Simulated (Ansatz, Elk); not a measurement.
# Bonding as seen by X-rays: RbSnBi

Structure refinements treat a crystal as free atoms side by side. For a made-up structure of RbSnBi (cell and positions from a r2SCAN relaxation) the runs below show what the calculated density changes in F(hkl).

Program: Elk 11.2.3 (patched build). Level of theory: DFT, PBE, all-electron APW+lo, Dirac cores, scalar-relativistic bands, static density, no spin. Results are calculated unless marked as measured.

The structure was built from a prototype and need not be the compound's stable phase.

### Step 1. The structure

Symmetry: P6_3/mmc, No. 194, hexagonal system. Conventional cell: a = 5.765 Å, b = 5.765 Å, c = 7.285 Å, α = 90.00°, β = 90.00°, γ = 120.00°. Nearest to Bi lie 2 Bi at 3.64 Å and 6 Sn at 3.79 Å and 6 Rb at 3.79 Å. Nearest to Sn lie 5 Rb at 3.33 to 3.64 Å. Nearest to Rb lie 5 Sn at 3.33 to 3.64 Å and 6 Bi at 3.79 Å. Farther neighbours are not listed.

### Step 2. Ground state and structure factors

An all-electron density is needed, since X-rays see the cores too. Task 0 finds the density and task 195 Fourier-transforms it; tshift is off so that phases refer to the origin typed.

Contents of elk.in:

```
tasks
  0
  195

xctype
  20

spinpol
  .false.

rgkmax
  7.0

gmaxvr
  14.0

lmaxo
  7

lmaxapw
  8

swidth
  0.002

tshift
  .false.

ramdisk
  .false.

hmaxvr
  5.5

maxscl
  120

epspot
  1e-06

sppath
  './'

avec
  10.89435544352 0.00000000000 0.00000000000
  -5.44717772176 9.43478857195 0.00000000000
  0.00000000000 0.00000000000 13.76632939333

atoms
  3
  'Bi.in'
  2
  0.0000000000 -0.0000000000 0.0000000000   0.000000 0.000000 0.000000
  0.0000000000 -0.0000000000 0.5000000000   0.000000 0.000000 0.000000
  'Sn.in'
  2
  0.3333333333 0.6666666667 0.2500000000   0.000000 0.000000 0.000000
  0.6666666667 0.3333333333 0.7500000000   0.000000 0.000000 0.000000
  'Rb.in'
  2
  0.3333333333 0.6666666667 0.7500000000   0.000000 0.000000 0.000000
  0.6666666667 0.3333333333 0.2500000000   0.000000 0.000000 0.000000

ngridk
  5 5 3
```

Launch:

```sh
> OMP_NUM_THREADS=4 elk
```

Numbers of over 12 decimals in the logs are rounded to 6 here.

The program printed:

```text
┌─────────────────────────┐
│ Elk code version 11.2.3 │
└─────────────────────────┘

All units are atomic (Hartree, Bohr, etc.)

┌─────────────────────────────────────────────────┐
│ Ground-state run starting from atomic densities │
└─────────────────────────────────────────────────┘

Lattice vectors :
   10.89435544       0.000000000       0.000000000
  -5.447177722       9.434788572       0.000000000
   0.000000000       0.000000000       13.76632939

Reciprocal lattice vectors :
  0.5767376822      0.3329796560      -0.000000000
   0.000000000      0.6659593121       0.000000000
   0.000000000      -0.000000000      0.4564168943

Unit cell volume      :    1414.985110
Brillouin zone volume :   0.1753023489

Muffin-tin inner radius fraction :   0.1000000000E-01

Nuclei treated as point charges

Species : 1 (Bi)
 parameters loaded from : Bi.in
 name : bismuth
 nuclear charge    :   -83.00000000
 electronic charge :    83.00000000
 atomic mass :    380947.9285
 muffin-tin radius :    2.800000000
 number of radial points in muffin-tin :   1393
 inner part over the whole radius :   0.9976520004E-02
 number on inner part of muffin-tin    :   1001
 approximate nuclear radius :   0.1052171418E-03
 number of mesh points to nuclear radius :    526
 atomic positions (lattice), magnetic fields (Cartesian) :
  1 :   0.00000000  0.00000000  0.00000000    0.00000000  0.00000000  0.00000000
  2 :   0.00000000  0.00000000  0.50000000    0.00000000  0.00000000  0.00000000

Species : 2 (Sn)
 parameters loaded from : Sn.in
 name : tin
 nuclear charge    :   -50.00000000
 electronic charge :    50.00000000
 atomic mass :    216395.0922
 muffin-tin radius :    2.600000000
 number of radial points in muffin-tin :   1193
 inner part over the whole radius :   0.9914297220E-02
 number on inner part of muffin-tin    :    850
 approximate nuclear radius :   0.8828114845E-04
 number of mesh points to nuclear radius :    428
 atomic positions (lattice), magnetic fields (Cartesian) :
  1 :   0.33333333 -0.33333333  0.25000000    0.00000000  0.00000000  0.00000000
  2 :  -0.33333333  0.33333333 -0.25000000    0.00000000  0.00000000  0.00000000

Species : 3 (Rb)
 parameters loaded from : Rb.in
 name : rubidium
 nuclear charge    :   -37.00000000
 electronic charge :    37.00000000
 atomic mass :    155798.2686
 muffin-tin radius :    2.600000000
 number of radial points in muffin-tin :   1193
 inner part over the whole radius :   0.9947532429E-02
 number on inner part of muffin-tin    :    847
 approximate nuclear radius :   0.7999050501E-04
 number of mesh points to nuclear radius :    413
 atomic positions (lattice), magnetic fields (Cartesian) :
  1 :   0.33333333 -0.33333333 -0.25000000    0.00000000  0.00000000  0.00000000
  2 :  -0.33333333  0.33333333  0.25000000    0.00000000  0.00000000  0.00000000

Total number of atoms per unit cell :    6
Total muffin-tin volume :    478.3933517
 ratio of muffin-tin to unit cell volume :   0.3380907320

Spin treatment :
 spin-unpolarised

Number of Bravais lattice symmetries :   24
Number of crystal symmetries         :   24
Crystal has inversion symmetry
Real symmetric eigensolver will be used

k-point grid :      5     5     3
k-point offset :    0.000000000       0.000000000       0.000000000
k-point set is reduced with full crystal symmetry group
Total number of k-points :       10

Muffin-tin radius times maximum |G+k| :    7.000000000
 using average radius
Maximum |G+k| for APW functions       :    2.625000000
Maximum (1/2)|G+k|²                   :    3.445312500
Maximum |G| for potential and density :    14.00000000
Constant for pseudocharge density :   10
 order of it for each species :   17  17  17
 order of it for pair densities of each species (exact exchange by exxq0 0: 18) :   11   9   9
Radial integration step length :    1

G-vector grid sizes :     49    49    63
Number of G-vectors :    65527

Maximum angular momentum used for
 APW functions            :    8
 outer part of muffin-tin :    7
[...]
electron entropic           :    -0.13703846083680E-02
 total energy                :     -61488.256945479

Density of states at Fermi energy :    95.13278643
 (states/Hartree/unit cell)

Estimated indirect band gap :   0.4846932061E-02
 from k-point 3 to k-point 10
Estimated direct band gap   :   0.8064943950E-02
 at k-point 10

Charges :
 core                        :    252.0000000
 valence                     :    88.00000000
 interstitial                :    11.20332892
 muffin-tins (core leakage)
  species : 1 (Bi)
[...]
species : 2 (Sn)
[...]
species : 3 (Rb)
[...]
total in muffin-tins        :    328.7966711
 total calculated charge     :    339.9982450
 total charge                :    340.0000000
 error                       :   0.1754953373E-02

RMS change in Kohn-Sham potential (target) :   0.1255150398     (  0.1000000000E-05)
Absolute change in total energy (target)   :    2.733574458     (  0.1000000000E-03)

[... loops 3 to 14 left out ...]

┌──────────────────┐
│ Loop number : 15 │
└──────────────────┘

Energies :
 Fermi                       :     0.169761
 sum of occupied eigenvalues :     -37721.270562367
 electron kinetic            :      69635.132634157
 core electron kinetic       :      68789.458017151
 Coulomb                     :     -129789.45770438
 Coulomb potential           :     -105618.36610462
 nuclear-nuclear             :     -4762.3047718223
 electron-nuclear            :     -144509.06621514
 Hartree                     :      19481.913282577
 Madelung                    :     -76980.274652072
 xc potential                :     -1738.0370919027
 exchange                    :     -1310.5928921558
 correlation                 :     -19.267631665289
 electron entropic           :    -0.13692888616401E-02
 total energy                :     -61484.186963336

Density of states at Fermi energy :    94.06660354
 (states/Hartree/unit cell)

Estimated indirect band gap :   0.4240759013E-02
 from k-point 3 to k-point 4
Estimated direct band gap   :   0.8622685146E-02
 at k-point 3

Charges :
 core                        :    252.0000000
 valence                     :    88.00000000
 interstitial                :    10.92692463
 muffin-tins (core leakage)
  species : 1 (Bi)
[...]
species : 2 (Sn)
[...]
species : 3 (Rb)
[...]
total in muffin-tins        :    329.0730754
 total calculated charge     :    339.9982902
 total charge                :    340.0000000
 error                       :   0.1709789008E-02

RMS change in Kohn-Sham potential (target) :   0.6580306194E-07 (  0.1000000000E-05)
Absolute change in total energy (target)   :   0.9164545918E-04 (  0.1000000000E-03)

Convergence targets achieved

┌──────────────────┐
│ Loop number : 16 │
└──────────────────┘

Energies :
 Fermi                       :     0.169761
 sum of occupied eigenvalues :     -37721.270552097
 electron kinetic            :      69635.132637676
 core electron kinetic       :      68789.458021318
 Coulomb                     :     -129789.45770521
 Coulomb potential           :     -105618.36610618
 nuclear-nuclear             :     -4762.3047718223
 electron-nuclear            :     -144509.06621487
 Hartree                     :      19481.913281483
 Madelung                    :     -76980.274652119
 xc potential                :     -1738.0370835920
 exchange                    :     -1310.5928921731
 correlation                 :     -19.267631671750
 electron entropic           :    -0.13692885233086E-02
 total energy                :     -61484.186960667

Density of states at Fermi energy :    94.06657142
 (states/Hartree/unit cell)

Estimated indirect band gap :   0.4240759460E-02
 from k-point 3 to k-point 4
Estimated direct band gap   :   0.8622679624E-02
 at k-point 3

Charges :
 core                        :    252.0000000
 valence                     :    88.00000000
 interstitial                :    10.92692453
 muffin-tins (core leakage)
  species : 1 (Bi)
[...]
species : 2 (Sn)
[...]
atom 2                    :    47.98580217     (  0.6536131817E-04)
  species : 3 (Rb)
   atom 1                    :    35.45841709     (  0.9337603765E-04)
   atom 2                    :    35.45841709     (  0.9337603765E-04)
 total in muffin-tins        :    329.0730755
 total calculated charge     :    339.9982902
 total charge                :    340.0000000
 error                       :   0.1709788954E-02

┌──────────────────────────────┐
│ Self-consistent loop stopped │
└──────────────────────────────┘

Warning : the lowest level lies among the core levels :   -2.966512259      -2.941841071

Warning : core states of species 1 leak from the muffin-tin :   0.6667972249E-03

Wrote STATE.OUT
```

It took 59 s on 4 threads of Arm Neoverse V1, shared host; peak memory 0.33 GiB; 1.8 min of CPU time.

SFACRHO.OUT:

```text

h k l indices transformed by vhmat matrix:
   1.000000000       0.000000000       0.000000000    
   0.000000000       1.000000000       0.000000000    
   0.000000000       0.000000000       1.000000000    

      h      k      l  multipl.   |H|            Re(F)            Im(F)           |F|

      0      0      0      1   0.0000000       340.00000      0.36781183E-15   340.00000    
      0      0      1      2  0.45641689      0.90677432E-14  0.98184316E-14  0.13365088E-13
     -1      1      0      6  0.66595931       76.489050      -0.0000000       76.489050    
      0      1     -1      6  0.80735258      -21.010558     -0.98184316E-14   21.010558    
     -1      1     -1      6  0.80735258       21.010558     -0.98184316E-14   21.010558    
      0      0      2      2  0.91283379      -1.8087959     -0.18487668E-13   1.8087959    
      0      1      2      6   1.1299413       218.03560     -0.19636863E-13   218.03560    
      0     -1      2      6   1.1299413       218.03560     -0.19636863E-13   218.03560    
      1      1      0      6   1.1534754       289.42692     -0.68240701E-13   289.42692    
     -2      1     -1     12   1.2404926      0.13965283E-07 -0.98184316E-14  0.13965283E-07
     -2      0      0      6   1.3319186       70.435392     -0.29455295E-13   70.435392    
      0      0     -3      2   1.3692507     -0.24557983E-13 -0.24546079E-13  0.34721816E-13
      2     -2      1      6   1.4079501      -18.480495      0.73638237E-14   18.480495    
     -2      2      1      6   1.4079501       18.480495      0.98184316E-14   18.480495    
      1     -2      2     12   1.4709762       1.9335250     -0.16718360E-13   1.9335250    
      1      0     -3      6   1.5226126      -18.161375     -0.29455295E-13   18.161375    
     -1      0     -3      6   1.5226126       18.161375     -0.73638237E-14   18.161375    
     -2      2      2      6   1.6147052       198.74804     -0.14727647E-13   198.74804
```

Elk indexes on the primitive cell of elk.in and gives |H| = 4π sin θ/λ in inverse bohr. Below, one row stands for each form hkl of the conventional cell (m members, Friedel mates merged), F is for one primitive cell and the density is static (no thermal factor). Free-atom factors are Waasmaier and Kirfel's, and R is Σm||F|−|F'||/Σm|F|.

```csv
hkl,m,sin θ/λ (Å⁻¹),"abs F, DFT",neutral atoms,diff.
001,2,0.069,0.000,0.000,+0.000
100,6,0.100,76.489,76.604,-0.115
101,12,0.121,21.011,20.950,+0.061
002,2,0.137,1.809,1.857,-0.048
102,12,0.170,218.036,218.248,-0.212
110,6,0.173,289.427,289.759,-0.332
111,12,0.186,0.000,0.000,+0.000
200,6,0.200,70.435,70.724,-0.288
003,2,0.206,0.000,0.000,+0.000
201,12,0.212,18.480,18.691,-0.210
112,12,0.221,1.933,2.013,-0.079
103,12,0.229,18.161,18.321,-0.160
202,12,0.243,198.748,198.845,-0.097
210,12,0.265,66.907,66.931,-0.024
113,12,0.269,0.000,0.000,+0.000
211,24,0.274,17.292,17.321,-0.029
004,2,0.275,253.137,253.169,-0.032
203,12,0.287,16.985,16.997,-0.013
```

### Step 3. The highest occupied states alone

An energy window below the Fermi level keeps the highest occupied states, to see at which angles they scatter; shallow core shells can lie inside it and anion s states outside. No new self-consistency is needed.

Changes to elk.in since step 2:

```diff
@@ -1,3 +1,2 @@
 tasks
-  0
   195
@@ -40,2 +39,5 @@
 
+wsfac
+  -0.197730 0.469760
+
 sppath
```

Launch:

```sh
> OMP_NUM_THREADS=4 elk
```

The program printed:

```text
┌─────────────────────────────────┐
│ Elk code version 11.2.3 started │
└─────────────────────────────────┘

Info(readinput): the functional depends on the density's gradient
 muffin-tin radial points multiplied by    2.00000
 (not where nrmtscf is given)

┌────────────────────┐
│ Current task : 195 │
└────────────────────┘

Info(sfacrho): density structure factors written to SFACRHO.OUT

 Energy window :  -0.1977300000      0.4697600000

┌──────────────────┐
│ Elk code stopped │
└──────────────────┘
```

Elapsed: 36 s, on 4 threads; peak memory 0.2 GiB; 40 s of CPU time.

States within 10 eV below the Fermi level hold 18.00 electrons; any levels below the window count with the cores. Their amplitudes can exceed the total, where window and core parts have opposite phase:

| hkl | sin θ/λ (Å⁻¹) | abs F, window | abs F, all |
| --- | --- | --- | --- |
| 001 | 0.069 | 0.000 | 0.000 |
| 100 | 0.100 | 1.836 | 76.489 |
| 101 | 0.121 | 2.272 | 21.011 |
| 002 | 0.137 | 0.024 | 1.809 |
| 102 | 0.170 | 1.648 | 218.036 |
| 110 | 0.173 | 2.007 | 289.427 |
| 111 | 0.186 | 0.000 | 0.000 |
| 200 | 0.200 | 0.243 | 70.435 |
| 003 | 0.206 | 0.000 | 0.000 |
| 201 | 0.212 | 0.218 | 18.480 |

### Step 4. Another functional

The difference from free atoms is small, so it is set against the change that LDA (Perdew-Wang) makes.

Changes to elk.in since step 3:

```diff
@@ -1,2 +1,3 @@
 tasks
+  0
   195
@@ -4,3 +5,3 @@
 xctype
-  20
+  3
 
@@ -39,5 +40,2 @@
 
-wsfac
-  -0.197730 0.469760
-
 sppath
```

Launch:

```sh
> OMP_NUM_THREADS=4 elk
```

The program printed:

```text
┌─────────────────────────┐
│ Elk code version 11.2.3 │
└─────────────────────────┘

All units are atomic (Hartree, Bohr, etc.)

┌─────────────────────────────────────────────────┐
│ Ground-state run starting from atomic densities │
└─────────────────────────────────────────────────┘

Lattice vectors :
   10.89435544       0.000000000       0.000000000
  -5.447177722       9.434788572       0.000000000
   0.000000000       0.000000000       13.76632939

Reciprocal lattice vectors :
  0.5767376822      0.3329796560      -0.000000000
[...]
species : 3 (Rb)
   atom 1                    :    35.44741685     (  0.8840460231E-04)
   atom 2                    :    35.44741685     (  0.8840460231E-04)
 total in muffin-tins        :    329.1158284
 total calculated charge     :    339.9983092
 total charge                :    340.0000000
 error                       :   0.1690779065E-02

┌──────────────────────────────┐
│ Self-consistent loop stopped │
└──────────────────────────────┘

Warning : the lowest level lies among the core levels :   -2.966269976      -2.947055689

Warning : core states of species 1 leak from the muffin-tin :   0.6667049427E-03

Wrote STATE.OUT
[key lines of the parts left out:]
total energy                :     -61443.457343867
```

Elapsed: 35 s, on 4 threads; peak memory 0.26 GiB; 67 s of CPU time.

Against the first run R = 0.03 %; the largest change is -0.044 at 300.

### Step 5. Basis size

A smaller basis shows how fast F responds to it; the change is likely larger than the basis error of the first run, but doesn't show convergence.

Changes to elk.in since step 4:

```diff
@@ -5,3 +5,3 @@
 xctype
-  3
+  20
 
@@ -11,3 +11,3 @@
 rgkmax
-  7.0
+  5.5
```

Launch:

```sh
> OMP_NUM_THREADS=4 elk
```

The program printed:

```text
┌─────────────────────────┐
│ Elk code version 11.2.3 │
└─────────────────────────┘

All units are atomic (Hartree, Bohr, etc.)

┌─────────────────────────────────────────────────┐
│ Ground-state run starting from atomic densities │
└─────────────────────────────────────────────────┘

Lattice vectors :
   10.89435544       0.000000000       0.000000000
  -5.447177722       9.434788572       0.000000000
   0.000000000       0.000000000       13.76632939

Reciprocal lattice vectors :
  0.5767376822      0.3329796560      -0.000000000
[...]
species : 3 (Rb)
   atom 1                    :    35.41438192     (  0.9286944336E-04)
   atom 2                    :    35.41438192     (  0.9286944336E-04)
 total in muffin-tins        :    328.8615370
 total calculated charge     :    339.9982286
 total charge                :    340.0000000
 error                       :   0.1771396997E-02

┌──────────────────────────────┐
│ Self-consistent loop stopped │
└──────────────────────────────┘

Warning : the lowest level lies among the core levels :   -2.970310570      -2.950411095

Warning : core states of species 1 leak from the muffin-tin :   0.6708108344E-03

Wrote STATE.OUT
[key lines of the parts left out:]
total energy                :     -61483.956950121
```

It took 54 s on 4 threads; peak memory 0.3 GiB; 92 s of CPU time.

Against the first run R = 0.02 %; the largest change is +0.115 at 114.

### Step 6. Settings against the effect

```csv
run,R against the first run (%),"R against neutral atoms, low angle (%)",wall time
"PBE, rgkmax 7",0.00,0.11,59 s
LDA (Perdew-Wang),0.03,0.11,35 s
rgkmax 5.5,0.02,0.10,54 s
```

### Step 7. What came out

* R against neutral atoms, sin θ/λ < 0.3 Å⁻¹: 0.11 %
* R against neutral atoms, 0.3 to 0.69 Å⁻¹: 0.07 %

**Reading.** Independent neutral atoms miss the calculated amplitudes by R = 0.11 % below 0.3 Å⁻¹ and 0.07 % from there to 0.69 Å⁻¹; by shells, 0.21 % below 0.15 Å⁻¹ (3 forms), 0.10 % 0.15 to 0.3 (13 forms), 0.04 % 0.3 to 0.45 (25 forms), 0.08 % above 0.45 (78 forms). Bonding, aspherical density and the tables' own atoms all enter these figures, and the runs don't part them. The largest change of an amplitude is -0.33 electrons, at 110. The window's part falls from 18.0 electrons at the origin to at most 0.28 between 0.45 and 0.69 Å⁻¹. Below 0.3 Å⁻¹ the changes that finished (LDA (Perdew-Wang) and rgkmax 5.5) move F by R = 0.04 % at most, against the 0.11 % that separates it from free atoms, so the difference from free atoms is only partly resolved. A single amplitude moves by up to 0.12 electrons, against 0.33 for the largest difference from free atoms. The k-mesh has no finished test. Spin-orbit coupling is left out, which can matter for elements this heavy. Part of the difference isn't bonding: the tables are fits to free atoms and ions calculated by other methods than this functional. Thermal motion, anomalous dispersion and extinction are left out.

[Logs are printed without paths, hosts, clocks, repeated set-up lines and the standing remarks that a program may print on its own settings, such as how far it seeks lower states.]

[Hosts, paths, dates, database ids (printed as entryN), source tags and the programs' standing remarks are cut or masked in the printed files.]
